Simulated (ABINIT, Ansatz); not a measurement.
An input for ABINIT 10.8.3 (BaTiO3 (P4mm)):

```
acell 3*1.0 Angstrom
rprim 
  3.999800000000 0.000000000000 0.000000000000
  0.000000000000 3.999800000000 0.000000000000
  0.000000000000 0.000000000000 4.018000000000
ntypat 3
znucl 56 22 8
natom 5
typat 1 2 3 3 3
xred 
  0.000000000000 0.000000000000 0.000000000000
  0.500000000000 0.500000000000 0.490000000000
  0.500000000000 0.500000000000 0.019000000000
  0.500000000000 0.000000000000 0.517000000000
  0.000000000000 0.500000000000 0.517000000000
pp_dirpath "pseudos"
pseudos "Ba.upf, Ti.upf, O.upf"
ecut 38
ngkpt 4 4 4
nshiftk 1
shiftk 0 0 0
kptopt 1
chksymbreak 0
iscf -2
irdden 1
istwfk *1
nband 83
nbdbuf 6
tolwfr 1e-09
nstep 60
prtvol 0
indata_prefix "in"
outdata_prefix "out"
tmpdata_prefix "tmp"
```

The database entry behind the starting cell differs from later determinations by our own check (c/a about 0.6 % short), so it need not match the best structure at ambient conditions.

```sh
OMP_NUM_THREADS=1 mpirun -n 4 abinit run.abi > log
```

How long will it take on 4 MPI ranks of Arm Neoverse V1, shared host, and how much memory?

It took 60 s; on shared hardware allow 30 s to 2 min. Peak host memory was 0.39 GiB.

[Paths, hosts, dates, memory and timing lines, banners, echoed tables and standing remarks are left out of the program output.]

[Logs are printed without paths, hosts, clocks, repeated set-up lines and the standing remarks that a program may print on its own settings, such as how far it seeks lower states.]

[Runs of the session that timed out or met a known fault of the program may be left out.]

[No measured gap is set beside runs whose start may be inverted or whose files or cutoffs have a known fault.]

[Hosts, paths, dates, database ids (printed as entryN), source tags and the programs' standing remarks are cut or masked in the printed files.]

[G0W0 gaps are taken among the corrected bands and points alone; a level outside them can change the order at an edge.]

[Where Ansatz stands beside ABINIT at settings called matched, ABINIT's density can come from a denser mesh and the files from another edition; pairs whose starting gaps differed by over 0.03 eV were left out, so agreement reads better than it is.]
